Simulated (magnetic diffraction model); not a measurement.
## Solving a magnetic structure from powder neutron data: Ce4Mn3V4Sb4

Space group P-4m2 (no. 115), a = 4.1620 Å, c = 19.4420 Å.

| site | atom | x | y | z |
| --- | --- | --- | --- | --- |
| 2g | Ce | 0 | 1/2 | 0.8720 |
| 2g | Ce | 0 | 1/2 | 0.3699 |
| 2e | Sb | 0 | 0 | 0.7542 |
| 2f | Sb | 1/2 | 1/2 | 0.7505 |
| 1d | Mn | 0 | 0 | 1/2 |
| 1a | Mn | 0 | 0 | 0 |
| 1c | Mn | 1/2 | 1/2 | 1/2 |
| 2g | V | 0 | 1/2 | 0.5799 |
| 2g | V | 0 | 1/2 | 0.0743 |

The compound is invented for this exercise: a known structure type with other elements, its cell scaled to their sizes and not relaxed.

Only Ce is taken to order (form factors of Ce3+); orders and moment sizes are assumed, and not adapted to the symmetry. Radiation: neutrons of λ = 2.567 Å, 3° to 55°; isotropic B of 0.3 Å² (Ce), 0.3 Å² (Sb), 0.47 Å² (Mn) and 0.38 Å² (V). Simulated constant-wavelength pattern: nuclear and magnetic terms add, the magnetic one as |2.695 fm × Σ f S⊥ exp(2πi Q·r) exp(−B s²)|², summed over all Q at one angle with the factor 1/(sin²θ cos θ). For collinear order S is the moment m, which repeats by lattice and centring translations R with the sign exp(−2πi k·R). Free-ion form factors, Sears's scattering lengths of 1992, no absorption; a label names one of the reflections at its angle. The strongest nuclear line in the range is 100, and lines under 0.2 are left out.

Above the ordering temperature:

```csv
2θ (°),index,I
7.57,(0 0 1),5.5
15.17,(0 0 2),100.0
22.85,(0 0 3),0.3
30.62,(0 0 4),1.2
35.92,(1 0 0),0.4
36.77,(1 0 1),0.7
38.55,(0 0 5),0.3
39.20,(1 0 2),22.7
43.00,(1 0 3),0.9
46.67,(0 0 6),7.9
47.91,(1 0 4),0.5
51.71,(1 1 0),0.7
52.35,(1 1 1),0.5
54.22,(1 1 2),29.4
```

Below it (cell unchanged):

```
2θ (°)      I
  7.57    5.5
 15.17  100.0
 22.85    0.3
 30.62    1.2
 35.92    0.4
 36.77    0.7
 38.55    0.3
 39.20   38.7
 43.00    0.9
 46.67    7.9
 47.91    0.6
 51.71    6.0
 52.35    0.5
 54.22   29.4
```

**Question.** Find the propagation vector, then choose among these models:
A. collinear moments along [100], 1.9 μB on Ce; signs + at (0, 1/2, 0.8720), + at (0, 1/2, 0.3699), + at (1/2, 0, 0.6301), + at (1/2, 0, 0.1280)
B. collinear moments along [001], 1.9 μB on Ce; signs + at (0, 1/2, 0.8720), + at (0, 1/2, 0.3699), + at (1/2, 0, 0.6301), + at (1/2, 0, 0.1280)
C. collinear moments along [001], 1.9 μB on Ce; signs + at (0, 1/2, 0.8720), + at (0, 1/2, 0.3699), − at (1/2, 0, 0.6301), − at (1/2, 0, 0.1280)
D. collinear moments along [100], 1.9 μB on Ce; signs + at (0, 1/2, 0.8720), + at (0, 1/2, 0.3699), − at (1/2, 0, 0.6301), − at (1/2, 0, 0.1280)

No line moves, and magnetic intensity falls on nuclear lines such as the one at 39.20°, so the magnetic cell equals the chemical primitive cell: k = 0.

Magnetic intensity, observed (below minus above) and for each model:

| 2θ (°) | index | observed | A | B | C | D |
| --- | --- | --- | --- | --- | --- | --- |
| 15.17 | (0 0 2) | <0.2 | 0.1 | <0.2 | <0.2 | 32.8 |
| 30.62 | (0 0 4) | <0.2 | 7.8 | <0.2 | <0.2 | 0.1 |
| 35.92 | (1 0 0) | <0.2 | <0.2 | <0.2 | 11.4 | 5.7 |
| 39.20 | (1 0 2) | 16.0 | 10.9 | 16.0 | <0.2 | <0.2 |
| 46.67 | (0 0 6) | <0.2 | 0.1 | <0.2 | <0.2 | 3.2 |
| 47.91 | (1 0 4) | 0.1 | 0.1 | 0.1 | 7.1 | 8.8 |
| 51.71 | (1 1 0) | 5.3 | 2.7 | 5.3 | <0.2 | <0.2 |
| 54.22 | (1 1 2) | <0.2 | <0.2 | <0.2 | 8.8 | 5.2 |

Model B matches.

The structure used: k = (0 0 0), collinear moments along [001], 1.9 μB on Ce; signs + at (0, 1/2, 0.8720), + at (0, 1/2, 0.3699), + at (1/2, 0, 0.6301), + at (1/2, 0, 0.1280).

[Logs are printed without paths, hosts, clocks, repeated set-up lines and the standing remarks that a program may print on its own settings, such as how far it seeks lower states.]
